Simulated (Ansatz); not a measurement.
# What BeInH3 (model cell, started as cubic perovskite with Be in the octahedra) distorts into

Which phase does BeInH3 (model cell, started as cubic perovskite with Be in the octahedra) fall into along its unstable mode, and how much energy does it gain?

Main program and level: Ansatz 0.2.0; DFT LDA, scalar-relativistic, plane waves, PAW; PAW set soft_1.

The structure was built from a prototype and need not be the compound's stable phase.

## Step 1: The structure

Symmetry: Pm-3m, No. 221, cubic system. Conventional cell: a = 3.530 Å, b = 3.530 Å, c = 3.530 Å, α = 90.00°, β = 90.00°, γ = 90.00°. Nearest to In lie 12 H at 2.50 Å. Nearest to Be lie 6 H at 1.77 Å. Nearest to H lie 2 Be at 1.77 Å. Farther neighbours are not listed.

## Step 2: Phonons on a q mesh

The cell comes from relaxations at this level that are not shown. Stability and thermal properties need the whole zone. Linear response on a 4×4×4 q mesh gives force constants as far as a supercell of that size would.

The input, input.yaml:

```yaml
crystal:
  lattice:
    - [3.5304351694, 0.0, 0.0]
    - [0.0, 3.5304351694, 0.0]
    - [0.0, 0.0, 3.5304351694]
  atoms:
    - { symbol: In, position: [0.0, 0.0, 0.0] }
    - { symbol: Be, position: [0.5, 0.5, 0.5] }
    - { symbol: H, position: [0.5, 0.5, 0.0] }
    - { symbol: H, position: [0.5, 0.0, 0.5] }
    - { symbol: H, position: [0.0, 0.5, 0.5] }
kpoints:
  mp_grid: { grid: [12, 12, 12] }
hamiltonian:
  xc: lda
  pseudopotentials: { kind: paw, azcp: { folder: soft_1 }, xc_functional: pbe }
scf:
  occupations: { method: methfessel_paxton, width: 0.2 }
output:
  eigenvalues: true
phonons:
  method: dfpt
  qmesh: [4, 4, 4]
  temperatures: { t_max: 1000, t_step: 50 }
  qpath:
    path:
      - [[0.0, 0.0, 0.0], [0.0, 0.5, 0.0], [0.5, 0.5, 0.0], [0.0, 0.0, 0.0], [0.5, 0.5, 0.5], [0.0, 0.5, 0.0]]
      - [[0.5, 0.5, 0.5], [0.5, 0.5, 0.0]]
    npoints: 10
```

Launch:

```
$ ansatz run input.yaml --threads 4 --pin off --max-ram 16384MiB --backend cpu --events-out ev --progress --plain --runs-dir out
```

Numbers of over 12 decimals in the logs are rounded to 6 here.

The program printed:

```text
Engine: ansatz 0.2.0, aarch64-unknown-linux-gnu
Pseudopotentials: kind: paw
Pseudopotential: In, paw, valence charge 13, recommended cutoff 420 eV (normal), soft_1/In.paw.azcp
Pseudopotential: Be, paw, valence charge 2, recommended cutoff 420 eV (normal), soft_1/Be.paw.azcp
Pseudopotential: H, paw, valence charge 1, recommended cutoff 420 eV (normal), soft_1/H.paw.azcp
Functional definition: SPW92
  exchange = slater_x
  correlation = pw_c
Crystal: 5 atoms, lattice volume = 44.003 Å³
Basis set: ecut = 420 eV, 847 PW (Γ), exchange–correlation on 48×48×48 points (8 copies of the dense FFT grid, shifted against one another)
Bands: 14, of which v1, the nominal top of the filled ones, is band 9 counted from 1 (8 counted from 0)
Symmetry: 48 space group operations
k-points: 84 of 1728
Non-local potential: In, projectors of the file, l = 0: 2, l = 1: 2, l = 2: 2, l = 3: 1
Non-local potential: Be, projectors of the file, l = 0: 2, l = 1: 2, l = 2: 1
Non-local potential: H, projectors of the file, l = 0: 2, l = 1: 1
PAW form: soft (Blöchl's): semilocal exchange-correlation on the pseudo side does not see the compensation charge
PAW frozen core: In, regenerated for the run's functional, and the local potential with it (the file was generated under x = pbe(κ = 0.804, μ = 0.219515), c = pbe(β = 0.066725))
PAW frozen core: Be, regenerated for the run's functional, and the local potential with it (the file was generated under x = pbe(κ = 0.804, μ = 0.219515), c = pbe(β = 0.066725))
PAW one-centre angular grid: In, 590 points (default); XC on 64 Gauss nodes
PAW one-centre angular grid: Be, 110 points (default); XC on 64 Gauss nodes
PAW one-centre angular grid: H, 110 points (default); XC on 64 Gauss nodes
Initial density: superposition of atomic densities (chi_scale 0.1, normalization cell, long waves kept (reshape's long-wave potential 0.00 eV rms))
Initial wavefunctions: pseudopotential atomic-orbital guess
Functional: x = slater, c = lda
SCF iter   1: F=—  HF=-5590.870554 eV  |F-HF|=—  |Δ(HF+E_count)|=         —  Δρ=4.95e-2  dr2=1.29e0  ethr=3.10e-3  ⟨swp⟩=5.3  Hψ=6779  notcnv=0
preconditioner: auto → none  [metal: Δε(μ)=0.082 eV  Ē_g=13.835 eV  σ=0.200 eV  W_gap=0.33  n_scr=6 (ndim 8)  ℏωp=23.7 eV  f_vac=0.000  D(μ)=0.63/eV (n_scr^D=0)  sad-step TF]
SCF iter   2: F=—  HF=-5590.524417 eV  |F-HF|=—  |Δ(HF+E_count)|=   3.46e-1  S|Δr|=    0.00e0  Δρ=2.66e-2  dr2=4.32e-1  ethr=3.10e-3  ⟨swp⟩=2.0  Hψ=2142  notcnv=0  defer=53
SCF iter   3: F=—  HF=-5590.350464 eV  |F-HF|=—  |Δ(HF+E_count)|=   1.74e-1  S|Δr|=    0.00e0  Δρ=3.81e-3  dr2=4.44e-3  ethr=2.40e-3  ⟨swp⟩=2.0  Hψ=1789  notcnv=0  defer=53
SCF iter   4: F=—  HF=-5590.348986 eV  |F-HF|=—  |Δ(HF+E_count)|=   1.48e-3  S|Δr|=    0.00e0  Δρ=1.09e-3  dr2=1.91e-4  ethr=2.47e-5  ⟨swp⟩=2.1  Hψ=2338  notcnv=0  defer=53
SCF iter   5: F=—  HF=-5590.348992 eV  |F-HF|=—  |Δ(HF+E_count)|=   6.36e-6  S|Δr|=    0.00e0  Δρ=1.68e-4  dr2=1.23e-5  ethr=1.06e-6  ⟨swp⟩=2.0  Hψ=1842  notcnv=0  defer=53
SCF iter   6: F=—  HF=-5590.348991 eV  |F-HF|=—  |Δ(HF+E_count)|=   1.50e-6  S|Δr|=    0.00e0  Δρ=2.85e-5  dr2=1.50e-7  ethr=6.82e-8  ⟨swp⟩=2.4  Hψ=1844  notcnv=0  defer=53
SCF iter   7: F=—  HF=-5590.348995 eV  |F-HF|=—  |Δ(HF+E_count)|=   4.01e-6  S|Δr|=    0.00e0  Δρ=4.08e-6  dr2=4.13e-9  ethr=8.32e-10  ⟨swp⟩=2.1  Hψ=1857  notcnv=0  defer=53
SCF iter   8: F=—  HF=-5590.348995 eV  |F-HF|=—  |Δ(HF+E_count)|=  8.78e-10  S|Δr|=    0.00e0  Δρ=2.26e-7  dr2=1.49e-11  ethr=2.30e-11  ⟨swp⟩=2.8  Hψ=1656  notcnv=0  defer=53
SCF iter   9: F=-5590.348995 eV  HF=-5590.348995 eV  |F-HF|=9.09e-13  |Δ(HF+E_count)|=  1.46e-11  S|Δr|=    0.00e0  Δρ=5.59e-9  dr2=5.66e-15  ethr=1.00e-12  ⟨swp⟩=8.4  Hψ=5299  notcnv=0
SCF 1 converged in 9 iterations: F = -5590.348995 eV  dr2 = 5.66e-15
  greatest PAW one-centre occupation: 0.984 electrons in one spin orbital (limit 2), on the In atom at site 0 (counted from 0), in its partial waves of l = 2
Initial density: read from a saved state, or passed on in memory by an earlier SCF of this step, an earlier step, the calling program or the single point that the run made first
iter 1 solved again at ethr=3.08e-7 eV; its pass at ethr=3.10e-3 eV (dr2=5.55e-5 eV) is discarded
SCF iter   1: F=—  HF=-5590.348995 eV  |F-HF|=—  |Δ(HF+E_count)|=         —  Δρ=1.37e-6  dr2=4.48e-10  ethr=3.08e-7  ⟨swp⟩=2.2  Hψ=9491  notcnv=0
eigensolver tolerance schedule: the retry pair's looser diagonalisation over-reported the residual by 123707.10 of it (diagonalisation noise at an unbounded share of the residual, at the tolerance the schedule requests for it); recorded, not acted on — ethr = c·dr2/N_el stays at c = 1.0e-1
preconditioner: auto → none  [metal: Δε(μ)=0.087 eV  Ē_g=14.588 eV  σ=0.200 eV  W_gap=0.35  n_scr=6 (ndim 8)  ℏωp=23.7 eV  f_vac=0.000  D(μ)=0.54/eV (n_scr^D=0)]
SCF iter   2: F=—  HF=-5590.348995 eV  |F-HF|=—  |Δ(HF+E_count)|=   1.09e-7  S|Δr|=    0.00e0  Δρ=1.12e-6  dr2=3.79e-10  ethr=2.49e-12  ⟨swp⟩=3.2  Hψ=2746  notcnv=0
SCF iter   3: F=—  HF=-5590.348995 eV  |F-HF|=—  |Δ(HF+E_count)|=  1.53e-10  S|Δr|=    0.00e0  Δρ=5.87e-7  dr2=8.95e-11  ethr=2.10e-12  ⟨swp⟩=2.4  Hψ=1884  notcnv=0
SCF iter   4: F=—  HF=-5590.348995 eV  |F-HF|=—  |Δ(HF+E_count)|=  3.37e-11  S|Δr|=    0.00e0  Δρ=3.34e-7  dr2=2.67e-11  ethr=1.00e-12  ⟨swp⟩=1.0  Hψ=1176  notcnv=0
SCF iter   5: F=—  HF=-5590.348995 eV  |F-HF|=—  |Δ(HF+E_count)|=  5.46e-12  S|Δr|=    0.00e0  Δρ=2.45e-7  dr2=1.43e-11  ethr=1.00e-12  ⟨swp⟩=1.0  Hψ=1176  notcnv=0
SCF iter   6: F=-5590.348995 eV  HF=-5590.348995 eV  |F-HF|=5.46e-12  |Δ(HF+E_count)|=  4.55e-12  S|Δr|=    0.00e0  Δρ=1.83e-7  dr2=8.02e-12  ethr=1.00e-12  ⟨swp⟩=2.0  Hψ=2104  notcnv=0
SCF 2 converged in 6 iterations: F = -5590.348995 eV  dr2 = 8.02e-12
phonons: the bands overlap, so this run is a metal and interpolates without the dipole-dipole term. If the crystal is really an insulator or semiconductor, its LO-TO splitting is missing
NSCF: frozen V_eff on 84 k-points
NSCF: frozen V_eff on 343 k-points
DFPT response loops at q = (0, 0, 0) (fractional): preconditioner auto → Kerker (q_TF=auto, 2.351 Å⁻¹) (partly filled bands, converged f_vac=0.000); β = 1.00, the filter's whole step (`scf.mixing.beta` (0.50) is not read by the response loops under this deck's `scf.mixing.preconditioner`; to damp them name `kerker` or `kerker_dos`, under which they read `scf.mixing.beta`, and type it under 1.00, their step now; both keys bind the ground state too); Broyden in place of MSR1
NSCF: frozen V_eff on 1176 k-points
DFPT response loops at q = (0, 0, 0.25) (fractional): mixed as the last ones told, above
NSCF: frozen V_eff on 686 k-points
DFPT response loops at q = (0, 0, -0.5) (fractional): mixed as the last ones told, above
NSCF: frozen V_eff on 2016 k-points
DFPT response loops at q = (0, 0.25, 0.25) (fractional): mixed as the last ones told, above
NSCF: frozen V_eff on 1176 k-points
DFPT response loops at q = (0, 0.25, -0.5) (fractional): mixed as the last ones told, above
NSCF: frozen V_eff on 686 k-points
DFPT response loops at q = (0, -0.5, -0.5) (fractional): mixed as the last ones told, above
NSCF: frozen V_eff on 3456 k-points
DFPT response loops at q = (0.25, 0.25, 0.25) (fractional): mixed as the last ones told, above
NSCF: frozen V_eff on 2016 k-points
DFPT response loops at q = (0.25, 0.25, -0.5) (fractional): mixed as the last ones told, above
NSCF: frozen V_eff on 1176 k-points
DFPT response loops at q = (0.25, -0.5, -0.5) (fractional): mixed as the last ones told, above
NSCF: frozen V_eff on 686 k-points
DFPT response loops at q = (-0.5, -0.5, -0.5) (fractional): mixed as the last ones told, above
SCF converged after 9 iterations
Stability not checked: this state was not tested for a lower state beside it, because cold or Methfessel-Paxton smearing, or corrected tetrahedra, fill the levels in a way that the test cannot read (fill_not_monotonic; see scf.lower_state_search)
Free energy (F): -5590.348995 eV
Harris-Foulkes:  -5590.348995 eV  (|F-HF|=9.09e-13)
Internal energy: -5590.350273 eV  (E = F + TS)
E sigma→0 (E₀):  -5590.349315 eV
Entropy (-TS):   0.001279 eV (0.256 meV/atom)
Fermi energy:    8.216798 eV
--- Per-component energies (eV) ---
  E_band       = -36.824382
  E_kinetic    = 274.766111
  E_local      = -1144.873528  (includes V_loc(G=0)·N_el)
  E_nonlocal   = 335.666085
  E_hartree    = 459.238302
  E_xc         = -189.754201
  E_vxc        = -146.919895  (∫ρ·V_xc dr)
  E_paw        = -4120.142727  (= ΣΔE_a)
  E_vpaw       = -273.937327  (= ΣTr[D̂ρ^β])
  E_aug_tail   = -0.002430  (compensation charges beyond the density's cutoff)
  E_ewald      = -1205.562707
  E_core_change = 0.314822  (= ΣΔE_core)
  E_smearing   = 0.001279  (= −TS)
  E_closure    = 0.000000  (closes the sum)
  Σ components = -5590.348995   (vs F -5590.348995, Δ=0.00e0)
--- Band table (eV; the first three rows and the last of 84) ---
  k-point 0: bands = [... 5 lower, -3.3772, 6.6911, 6.6911, 8.6743, 8.6743, 8.6743, 9.2960, 17.7297, ... 1 higher]
  k-point 1: bands = [... 5 lower, -3.2970, 5.8752, 6.7033, 8.6243, 8.7653, 8.7653, 10.2880, 17.2408, ... 1 higher]
  k-point 2: bands = [... 5 lower, -3.0553, 4.4816, 6.7372, 8.6727, 9.0346, 9.0346, 12.0029, 16.2862, ... 1 higher]
  k-point 83: bands = [... 5 lower, 3.4509, 3.4509, 3.4509, 6.5500, 7.4334, 7.5412, 7.5412, 7.5412, ... 1 higher]
--- Phonons (Γ-DFPT): 4 representative perturbations + reference (Σ response iterations 13) ---
  ASR residual: 8.759e-6 → 0.000e0 eV/Å²; symmetrization residual: 1.568e-6 eV/Å²
  ASR residual per site (eV/Å²): 8.76e-6 1.31e-6 4.64e-6 4.64e-6 4.64e-6
  Γ frequencies (cm⁻¹): -598.77 -598.77 -598.77 0.00 0.00 0.00 184.23 184.23 184.23 745.73 745.73 745.73 860.49 860.49 860.49
--- Phonons (arbitrary-q DFPT): 10 irreducible q on the 4×4×4 mesh ---
  q = [0.0000, 0.0000, 0.0000] (star 1, of the zone-centre solve; hermiticity 1.47e-6, symmetrization 1.23e-11): -598.77 -598.77 -598.77 -0.00 -0.00 0.00 184.23 184.23 184.23 745.73 745.73 745.73 860.49 860.49 860.49
  q = [0.0000, 0.0000, 0.2500] (star 6, 9 solved perturbations in 4536 linear systems a pass and spin channel, the states on 588 of 1728 k-point pairs; hermiticity 1.15e-6, symmetrization 4.05e-12): -520.27 -520.27 43.47 43.47 74.92 143.77 252.24 252.24 477.75 626.20 737.05 737.05 811.86 817.31 817.31
  q = [0.0000, 0.0000, -0.5000] (star 3, 9 solved perturbations in 2646 linear systems a pass and spin channel, the states on 343 of 1728 k-point pairs; hermiticity 2.82e-7, symmetrization 2.75e-8): -453.95 -453.95 45.79 45.79 105.83 230.25 377.23 377.23 668.40 673.50 698.00 698.00 751.53 751.53 831.29
  q = [0.0000, 0.2500, 0.2500] (star 12, 9 solved perturbations in 7686 linear systems a pass and spin channel, the states on 1008 of 1728 k-point pairs; hermiticity 9.99e-7, symmetrization 4.16e-14): -504.31 -485.41 -13.73 39.88 55.00 225.26 244.87 269.00 640.14 691.54 715.29 736.69 738.53 755.76 847.28
  q = [0.0000, 0.2500, -0.5000] (star 12, 15 solved perturbations on 588 of 1728 k-point pairs; hermiticity 8.76e-7, symmetrization 6.11e-9): -493.39 -438.19 -23.81 40.24 72.39 249.80 261.69 338.04 604.17 669.68 682.78 690.36 702.27 825.86 888.36
  q = [0.0000, -0.5000, -0.5000] (star 3, 9 solved perturbations in 2646 linear systems a pass and spin channel, the states on 343 of 1728 k-point pairs; hermiticity 4.03e-7, symmetrization 3.67e-9): -696.73 -524.16 -180.57 -78.75 -78.75 25.51 303.63 303.63 525.87 540.89 540.89 653.17 653.17 846.70 985.04
  q = [0.2500, 0.2500, 0.2500] (star 8, 4 solved perturbations in 4536 linear systems a pass and spin channel, the states on 1728 of 1728 k-point pairs; hermiticity 1.25e-6, symmetrization 1.37e-12): -471.50 -471.50 -36.27 61.27 61.27 213.52 302.13 302.13 630.80 637.44 637.44 764.41 764.41 779.21 912.01
  q = [0.2500, 0.2500, -0.5000] (star 12, 9 solved perturbations in 7686 linear systems a pass and spin channel, the states on 1008 of 1728 k-point pairs; hermiticity 6.86e-7, symmetrization 6.73e-9): -501.53 -492.08 39.83 45.94 72.74 257.49 298.59 306.10 563.76 609.73 614.91 742.58 760.53 802.09 947.77
  q = [0.2500, -0.5000, -0.5000] (star 6, 9 solved perturbations in 4536 linear systems a pass and spin channel, the states on 588 of 1728 k-point pairs; hermiticity 2.74e-7, symmetrization 5.05e-10): -565.82 -453.60 67.45 68.88 68.88 165.04 308.44 308.44 541.12 557.86 557.86 690.35 690.35 810.86 992.95
  q = [-0.5000, -0.5000, -0.5000] (star 1, 4 solved perturbations in 931 linear systems a pass and spin channel, the states on 343 of 1728 k-point pairs; hermiticity 6.06e-8, symmetrization 1.44e-10): -528.56 -528.56 93.08 93.08 93.08 285.09 285.09 285.09 541.53 541.53 541.53 700.92 700.92 700.92 982.80
  sum rule: each row above includes the acoustic sum rule's correction from the zone centre's row sums; it moved no ω² by more than (1.12 cm⁻¹)²
  mesh force constants: q→R imaginary residual 4.54e-18; ASR residual 8.759e-6 → 0.000e0 eV/Å²; symmetrization residual 2.665e-15 eV/Å²
  interpolated dispersion: 62 rows × 15 modes
  density of states and harmonic sums: on the 20×20×20 q-mesh, interpolated from the force constants of a 4×4×4 supercell (no non-analytic term)
  largest difference from the sums on the solved wave vectors: F 9.16e-2 eV, S 1.07e-4 and C_V 2.28e-5 eV/K
  zero-point energy: 0.368202 eV/cell   skipped modes (ω ≤ 0): 743, of them read as no rigid motion or as one in doubt: 740 (2.521e0 modes/cell left out, lowest -696.73 cm⁻¹)   left out of the sums: 1.68e-1 of the cell's modes: C_V's classical limit lies that fraction below 3 k_B per atom; for a crystal, a wire or a layer, F and S can be off by more, and a phonons.interpolated_qmesh denser along its periods is the remedy for the sampling
```

Run time: 7.5 min. Hardware: 4 threads of Arm Neoverse V1, shared host; peak memory 2.6 GiB.

In the SCF lines HF is the Harris–Foulkes energy and dr2 the Hartree energy of the density residual, in eV; the loop may stop once dr2 is under the threshold and the program's other checks hold. Hψ counts applications of the Hamiltonian.

Numbers from this step:

| Item | Value |
| --- | --- |
| volume per atom | 8.801 Å³ |
| gap on the k-mesh | 0 eV |
| sum-rule residual before enforcement | 8.76e-6 eV/Å² |
| lowest frequency on the path | -696.7 cm⁻¹ |
| point group | m-3m |
| highest frequency on the path or at a solved wavevector | 994 cm⁻¹ |
| highest optical mode at the zone centre (no LO-TO term) | 860.5 cm⁻¹ |
| lowest optical zone-centre mode | -598.8 cm⁻¹ |
| lowest mode on the q mesh (acoustic modes at Γ apart) | -696.7 cm⁻¹ |

Frequencies (cm⁻¹) solved at each irreducible wavevector; negative means imaginary. Frequencies by wavevector, by row:

| q in reciprocal lattice units | star | mode 1 | mode 2 | mode 3 | mode 4 | mode 13 | mode 14 | mode 15 |
| --- | --- | --- | --- | --- | --- | --- | --- | --- |
| 0 0 0 | 1 | -598.8 | -598.8 | -598.8 | 0 | 860.5 | 860.5 | 860.5 |
| 0 0 0.25 | 6 | -520.3 | -520.3 | 43.5 | 43.5 | 811.9 | 817.3 | 817.3 |
| 0 0 -0.5 | 3 | -453.9 | -453.9 | 45.8 | 45.8 | 751.5 | 751.5 | 831.3 |
| 0 0.25 0.25 | 12 | -504.3 | -485.4 | -13.7 | 39.9 | 738.5 | 755.8 | 847.3 |
| 0 0.25 -0.5 | 12 | -493.4 | -438.2 | -23.8 | 40.2 | 702.3 | 825.9 | 888.4 |
| 0 -0.5 -0.5 | 3 | -696.7 | -524.2 | -180.6 | -78.8 | 653.2 | 846.7 | 985 |
| 0.25 0.25 0.25 | 8 | -471.5 | -471.5 | -36.3 | 61.3 | 764.4 | 779.2 | 912 |
| 0.25 0.25 -0.5 | 12 | -501.5 | -492.1 | 39.8 | 45.9 | 760.5 | 802.1 | 947.8 |
| 0.25 -0.5 -0.5 | 6 | -565.8 | -453.6 | 67.5 | 68.9 | 690.4 | 810.9 | 993 |
| -0.5 -0.5 -0.5 | 1 | -528.6 | -528.6 | 93.1 | 93.1 | 700.9 | 700.9 | 982.8 |

Interpolated from a 4×4×4 q mesh. The phonon branches at the labelled points (cm⁻¹):

| point | branch 1 | branch 2 | branch 3 | branch 4 | branch 12 | branch 13 | branch 14 | branch 15 |
| --- | --- | --- | --- | --- | --- | --- | --- | --- |
| Γ | -599 | -599 | -599 | 0 | 746 | 860 | 860 | 860 |
| halfway | -520 | -520 | 44 | 44 | 737 | 812 | 817 | 817 |
| X | -454 | -454 | 46 | 46 | 698 | 752 | 752 | 831 |
| halfway | -493 | -438 | -24 | 40 | 690 | 702 | 826 | 888 |
| M | -697 | -524 | -181 | -79 | 653 | 653 | 847 | 985 |
| halfway | -504 | -485 | -14 | 40 | 737 | 738 | 756 | 847 |
| Γ | -599 | -599 | -599 | 0 | 746 | 860 | 860 | 860 |
| halfway | -472 | -472 | -36 | 61 | 764 | 764 | 779 | 912 |
| R | -529 | -529 | 93 | 93 | 701 | 701 | 701 | 983 |
| halfway | -502 | -492 | 40 | 46 | 743 | 760 | 802 | 948 |
| X | -454 | -454 | 46 | 46 | 698 | 752 | 752 | 831 |
| jump to R | -529 | -529 | 93 | 93 | 701 | 701 | 701 | 983 |
| halfway | -566 | -454 | 67 | 69 | 690 | 690 | 811 | 993 |
| M | -697 | -524 | -181 | -79 | 653 | 653 | 847 | 985 |

Symmetry leaves 10 wavevectors to solve. The lowest mode among them, the acoustic zeros apart, lies at q = (0, -0.5, -0.5) and is imaginary, 696.7i cm⁻¹, so the energy falls along it.

## Step 3: The mode frozen in, largest atomic shift 0 Å

The mode followed lies at Γ with frequency 598.8i cm⁻¹ and is 3-fold degenerate, one of the unstable modes though not the softest. At small amplitude the distorted cell has space group no. 99 by a symmetry search on the positions. The undistorted cell that holds it gives the zero of energy on the same k mesh.

input.yaml, the sections that differ from step 2:

```yaml
output:
  forces: true
  stress: true
  eigenvalues: true
# crystal, kpoints, hamiltonian, scf: as in step 2
# phonons: removed
```

The program printed:

```text
[...]
Crystal: 5 atoms, lattice volume = 44.003 Å³
Basis set: ecut = 420 eV, 847 PW (Γ)
Bands: 14, of which v1, the nominal top of the filled ones, is band 9 counted from 1 (8 counted from 0)
Symmetry: 48 space group operations
[...]
k-points: 84 of 1728
[...]
k-point 0: bands = [... 5 lower, -3.3771, 6.6911, 6.6911, 8.6743, 8.6743, 8.6743, 9.2960, 17.7298, ... 1 higher]
  k-point 1: bands = [... 5 lower, -3.2970, 5.8752, 6.7033, 8.6243, 8.7653, 8.7653, 10.2880, 17.2408, ... 1 higher]
  k-point 2: bands = [... 5 lower, -3.0553, 4.4817, 6.7373, 8.6727, 9.0346, 9.0346, 12.0029, 16.2862, ... 1 higher]
  k-point 83: bands = [... 5 lower, 3.4509, 3.4509, 3.4509, 6.5499, 7.4334, 7.5412, 7.5412, 7.5412, ... 1 higher]
[key lines of the parts left out:]
SCF converged after 7 iterations
Free energy (F): -5590.348994 eV
Fermi energy:    8.216797 eV
P = ⅓ Tr σ = -0.0002 GPa (-0.002 kbar)
```

Elapsed: 0.91 s, on 4 threads; peak memory 0.34 GiB; 3 s of CPU time.

Numbers from this step:

```
pressure                         : -1.81e-4 GPa
energy from the undistorted cell : 0 meV/atom
```

The run ends at a pressure of 0.00 GPa.

(Continued in part 2 of 3.)

[Logs are printed without paths, hosts, clocks, repeated set-up lines and the standing remarks that a program may print on its own settings, such as how far it seeks lower states.]

[Hosts, paths, dates, database ids (printed as entryN), source tags and the programs' standing remarks are cut or masked in the printed files.]
